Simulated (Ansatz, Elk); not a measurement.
# How far do independent atoms describe Mn3PtC?

Structure refinements treat a crystal as free atoms side by side. For a made-up structure of Mn3PtC (cell and positions from a PBE relaxation) the runs below show what the calculated density changes in F(hkl).

Calculated with Elk 11.2.3 (patched build); DFT, PBE, all-electron APW+lo, Dirac cores, scalar-relativistic bands, static density, ferromagnetic start.

This account leaves out most program logs.

The structure was built from a prototype and need not be the compound's stable phase.

## Step 1: Starting point

It takes space group Pm-3m (No. 221, cubic). The conventional cell has a = 3.927 Å, b = 3.927 Å, c = 3.927 Å, α = 90.00°, β = 90.00°, γ = 90.00°. Pt has 12 Mn at 2.78 Å nearest. Nearest to Mn lie 2 C at 1.96 Å and 8 Mn at 2.78 Å and 4 Pt at 2.78 Å. C has 6 Mn at 1.96 Å nearest. Farther neighbours are not listed.

Coordinates:

```cif
data_structure
_symmetry_space_group_name_H-M 'Pm-3m'
_symmetry_Int_Tables_number 221
_cell_length_a 3.9266
_cell_length_b 3.9266
_cell_length_c 3.9266
_cell_angle_alpha 90.000
_cell_angle_beta 90.000
_cell_angle_gamma 90.000
_cell_volume 60.54
loop_
_atom_site_label
_atom_site_type_symbol
_atom_site_symmetry_multiplicity
_atom_site_Wyckoff_symbol
_atom_site_fract_x
_atom_site_fract_y
_atom_site_fract_z
_atom_site_occupancy
Pt1 Pt 1 a 0.00000 0.00000 0.00000 1
Mn1 Mn 3 c 0.50000 0.50000 0.00000 1
C1 C 1 b 0.50000 0.50000 0.50000 1
```

## Step 2: Ground state and structure factors

An all-electron density is needed, since X-rays see the cores too. Task 0 finds the density and task 195 Fourier-transforms it; tshift is off so that phases refer to the origin typed.

File elk.in:

```
tasks
  0
  195
  196

xctype
  20

spinpol
  .true.

rgkmax
  7.0

gmaxvr
  14.0

lmaxo
  7

lmaxapw
  8

swidth
  0.002

tshift
  .false.

ramdisk
  .false.

hmaxvr
  5.5

maxscl
  120

epspot
  1e-06

reducebf
  0.8

sppath
  './'

avec
  7.42025274530 0.00000000000 -0.00000000000
  0.00000000000 7.42025274530 0.00000000000
  -0.00000000000 0.00000000000 7.42025274530

atoms
  3
  'Pt.in'
  1
  -0.0000000000 -0.0000000000 -0.0000000000   0.000000 0.000000 -0.020000
  'Mn.in'
  3
  0.5000000000 0.5000000000 -0.0000000000   0.000000 0.000000 -0.125000
  0.5000000000 -0.0000000000 0.5000000000   0.000000 0.000000 -0.125000
  0.0000000000 0.5000000000 0.5000000000   0.000000 0.000000 -0.125000
  'C.in'
  1
  0.5000000000 0.5000000000 0.5000000000   0.000000 0.000000 0.000000

ngridk
  5 5 5
```

Started as:

```bash
OMP_NUM_THREADS=4 elk
```

Run time: 7 min. Hardware: 4 threads of Intel Xeon Platinum 8259CL at 2.50GHz (Skylake/Cascade Lake), shared host; peak memory 0.63 GiB; 25 min of CPU time.

SFACRHO.OUT:

```text

h k l indices transformed by vhmat matrix:
   1.000000000       0.000000000       0.000000000    
   0.000000000       1.000000000       0.000000000    
   0.000000000       0.000000000       1.000000000    

      h      k      l  multipl.   |H|            Re(F)            Im(F)           |F|

      0      0      0      1   0.0000000       159.00000     -0.36231442E-16   159.00000    
     -1      0      0      6  0.84676163       45.371588     -0.53227439E-14   45.371588    
      1     -1      0     12   1.1975018       52.135546     -0.12374190E-14   52.135546    
     -1     -1     -1      8   1.4666342       115.56365      0.12285525E-13   115.56365    
      0      0     -2      6   1.6935233       115.99224      0.91860019E-14   115.99224    
     -1     -2      0     24   1.8934166       40.674441     -0.48198192E-14   40.674441    
      1     -2      1     24   2.0741339       44.668383     -0.76309239E-14   44.668383    
      0      2     -2     12   2.3950036       98.658893      0.17752045E-14   98.658893    
      0     -3      0      6   2.5402849       37.660433     -0.10739603E-13   37.660433    
     -1      2     -2     24   2.5402849       37.586950     -0.20330667E-14   37.586950    
      3      1      0     24   2.6776954       40.715266     -0.10093820E-14   40.715266    
      1     -3      1     24   2.8083906       86.223238      0.27707868E-14   86.223238    
     -2      2      2      8   2.9332683       87.557604     -0.64353449E-14   87.557604    
     -3      2      0     24   3.0530425       35.100077     -0.87961817E-14   35.100077    
     -3      1      2     48   3.1682919       37.949337      0.53581521E-14   37.949337    
      0     -4      0      6   3.3870465       79.586214      0.11293962E-13   79.586214    
      2     -2     -3     24   3.4912876       33.025672     -0.94663127E-14   33.025672    
      4     -1      0     24   3.4912876       32.991145     -0.19058471E-14   32.991145
```

Elk indexes on the primitive cell of elk.in and gives |H| = 4π sin θ/λ in inverse bohr. Below, one row stands for each form hkl of the conventional cell (m members, Friedel mates merged), F is for one primitive cell and the density is static (no thermal factor). Free-atom factors are Waasmaier and Kirfel's, and R is Σm||F|−|F'||/Σm|F|. Elk warned that it couldn't find a linearisation energy, which lowers the accuracy of some states in this run and its variants.

```csv
hkl,m,sin θ/λ (Å⁻¹),"abs F, DFT",neutral atoms,diff.
100,6,0.127,45.372,45.857,-0.485
110,12,0.180,52.136,52.043,+0.092
111,8,0.221,115.564,116.333,-0.769
200,6,0.255,115.992,116.524,-0.532
210,24,0.285,40.674,40.829,-0.155
211,24,0.312,44.668,44.722,-0.053
220,12,0.360,98.659,98.783,-0.124
300,6,0.382,37.660,37.529,+0.132
221,24,0.382,37.587,37.529,+0.058
310,24,0.403,40.715,40.715,+0.000
311,24,0.422,86.223,86.160,+0.063
222,8,0.441,87.558,87.455,+0.103
320,24,0.459,35.100,35.013,+0.087
321,48,0.476,37.949,37.928,+0.022
400,6,0.509,79.586,79.469,+0.117
322,24,0.525,33.026,32.989,+0.036
410,24,0.525,32.991,32.989,+0.002
411,24,0.540,35.860,35.772,+0.088
330,12,0.540,35.778,35.772,+0.005
331,24,0.555,71.796,71.669,+0.127
420,24,0.570,73.623,73.520,+0.103
421,48,0.584,31.243,31.281,-0.038
```

## Step 3: The magnetisation density

The same run holds the spin density, and task 196 transforms it. The order is that of the start, and no other was tried.

SFACMAG_1.OUT:

```text

h k l indices transformed by vhmat matrix:
   1.000000000       0.000000000       0.000000000    
   0.000000000       1.000000000       0.000000000    
   0.000000000       0.000000000       1.000000000    

      h      k      l  multipl.   |H|            Re(F)            Im(F)           |F|

      0      0      0      1   0.0000000       8.2615561     -0.12279065E-17   8.2615561    
     -1      0      0      6  0.84676163      -1.7857295     -0.50480004E-15   1.7857295    
      1     -1      0     12   1.1975018      -2.0626253     -0.98007513E-16   2.0626253    
     -1     -1     -1      8   1.4666342       5.4876696      0.11940143E-14   5.4876696    
      0      0     -2      6   1.6935233       4.4867496      0.68722090E-15   4.4867496    
     -1     -2      0     24   1.8934166      -1.0899697     -0.28083098E-15   1.0899697    
      1     -2      1     24   2.0741339     -0.93702463     -0.54682652E-15  0.93702463    
      0      2     -2     12   2.3950036       2.4739524      0.86117676E-16   2.4739524    
      0     -3      0      6   2.5402849     -0.52924783     -0.52003840E-15  0.52924783    
     -1      2     -2     24   2.5402849     -0.83326295     -0.10721781E-15  0.83326295    
      3      1      0     24   2.6776954     -0.82071743      0.60037345E-16  0.82071743    
      1     -3      1     24   2.8083906       1.7656146      0.98379345E-16   1.7656146    
     -2      2      2      8   2.9332683       1.4976016     -0.25251715E-15   1.4976016    
     -3      2      0     24   3.0530425     -0.31630574     -0.35342099E-15  0.31630574    
     -3      1      2     48   3.1682919     -0.42820330      0.24520853E-15  0.42820330    
      0     -4      0      6   3.3870465       1.0242018      0.29084387E-15   1.0242018
```

The total moment is 8.26 μB a cell; sphere moments: Pt1 +0.28, Mn2 +2.64, Mn3 +2.64, Mn4 +2.64, C5 -0.21 μB. Polarised neutrons measure spin and orbital magnetisation together; without spin-orbit coupling the run gives the spin part:

| hkl | sin θ/λ (Å⁻¹) | abs F_M (μB) |
| --- | --- | --- |
| 100 | 0.127 | 1.786 |
| 110 | 0.180 | 2.063 |
| 111 | 0.221 | 5.488 |
| 200 | 0.255 | 4.487 |
| 210 | 0.285 | 1.090 |
| 211 | 0.312 | 0.937 |
| 220 | 0.360 | 2.474 |
| 300 | 0.382 | 0.529 |
| 221 | 0.382 | 0.833 |
| 310 | 0.403 | 0.821 |
| 311 | 0.422 | 1.766 |
| 222 | 0.441 | 1.498 |
| 320 | 0.459 | 0.316 |
| 321 | 0.476 | 0.428 |

## Step 4: The highest occupied states alone

An energy window below the Fermi level keeps the highest occupied states, to see at which angles they scatter; shallow core shells can lie inside it and anion s states outside. No new self-consistency is needed.

elk.in: that of step 2 with these lines changed.

```diff
@@ -1,5 +1,3 @@
 tasks
-  0
   195
-  196
 
@@ -44,2 +42,5 @@
 
+wsfac
+  -0.196750 0.654490
+
 sppath
```

Started as:

```bash
OMP_NUM_THREADS=4 elk
```

Elapsed: 9.7 s, on 4 threads; peak memory 0.26 GiB.

States within 15 eV below the Fermi level hold 35.00 electrons; any levels below the window count with the cores. Their amplitudes can exceed the total, where window and core parts have opposite phase:

```
hkl  sin θ/λ (Å⁻¹)  abs F, window  abs F, all
100          0.127          1.301      45.372
110          0.180          2.755      52.136
111          0.221          9.280     115.564
200          0.255          9.653     115.992
210          0.285          1.596      40.674
211          0.312          0.390      44.668
220          0.360          4.675      98.659
300          0.382          1.163      37.660
221          0.382          1.252      37.587
310          0.403          0.941      40.715
```

## Step 5: Another functional

The difference from free atoms is small, so it is set against the change that LDA (Perdew-Wang) makes.

elk.in: that of step 4 with these lines changed.

```diff
@@ -1,6 +1,8 @@
 tasks
+  0
   195
+  196
 
 xctype
-  20
+  3
 
@@ -42,5 +44,2 @@
 
-wsfac
-  -0.196750 0.654490
-
 sppath
```

Started as:

```bash
OMP_NUM_THREADS=4 elk
```

The job ended after 2.7 min (4 threads; peak memory 0.46 GiB).

Against the first run R = 0.03 %; the largest change is -0.055 at 220. The moment goes from 8.26 to 7.83 μB.

## Step 6: Basis size

A smaller basis shows how fast F responds to it; the change is likely larger than the basis error of the first run, but doesn't show convergence.

elk.in: that of step 5 with these lines changed.

```diff
@@ -6,3 +6,3 @@
 xctype
-  3
+  20
 
@@ -12,3 +12,3 @@
 rgkmax
-  7.0
+  5.5
```

Started as:

```bash
OMP_NUM_THREADS=4 elk
```

Elapsed: 6.2 min, on 4 threads; peak memory 0.61 GiB.

Against the first run R = 0.04 %; the largest change is +0.104 at 311. The moment goes from 8.26 to 8.49 μB.

## Step 7: Settings against the effect

```
              run  R against the first run (%)  R against neutral atoms, low angle (%)  wall time
    PBE, rgkmax 7                         0.00                                    0.49      7 min
LDA (Perdew-Wang)                         0.03                                    0.48    2.7 min
       rgkmax 5.5                         0.04                                    0.48    6.2 min
```

## Step 8: Outcome

| Quantity | Value |
| --- | --- |
| R against neutral atoms, sin θ/λ < 0.3 Å⁻¹ | 0.49 % |
| R against neutral atoms, 0.3 to 0.83 Å⁻¹ | 0.19 % |

What this shows: Independent neutral atoms miss the calculated amplitudes by R = 0.49 % below 0.3 Å⁻¹ and 0.19 % from there to 0.83 Å⁻¹; by shells, 1.07 % below 0.15 Å⁻¹ (1 form), 0.44 % 0.15 to 0.3 (4 forms), 0.10 % 0.3 to 0.45 (7 forms), 0.21 % above 0.45 (37 forms). Bonding, aspherical density and the tables' own atoms all enter these figures, and the runs don't part them. The largest change of an amplitude is -0.77 electrons, at 111. The magnetic order is that of the start. No other order was tried here, and an antiferromagnetic one would change or move the magnetic intensity. The window's part falls from 35.0 electrons at the origin to at most 1.48 between 0.45 and 0.83 Å⁻¹, where compact states inside the window still scatter. Below 0.3 Å⁻¹ the changes that finished (LDA (Perdew-Wang) and rgkmax 5.5) move F by R = 0.07 % at most, against the 0.49 % that separates it from free atoms. The magnetic factors move by R = 6.5 % (LDA (Perdew-Wang)) and 3.4 % (rgkmax 5.5), so they aren't settled to better than that. The k-mesh has no finished test. Spin-orbit coupling is left out, which can matter for elements this heavy. Part of the difference isn't bonding: the tables are fits to free atoms and ions calculated by other methods than this functional. Thermal motion, anomalous dispersion and extinction are left out.

[Logs are printed without paths, hosts, clocks, repeated set-up lines and the standing remarks that a program may print on its own settings, such as how far it seeks lower states.]

[Hosts, paths, dates, database ids (printed as entryN), source tags and the programs' standing remarks are cut or masked in the printed files.]
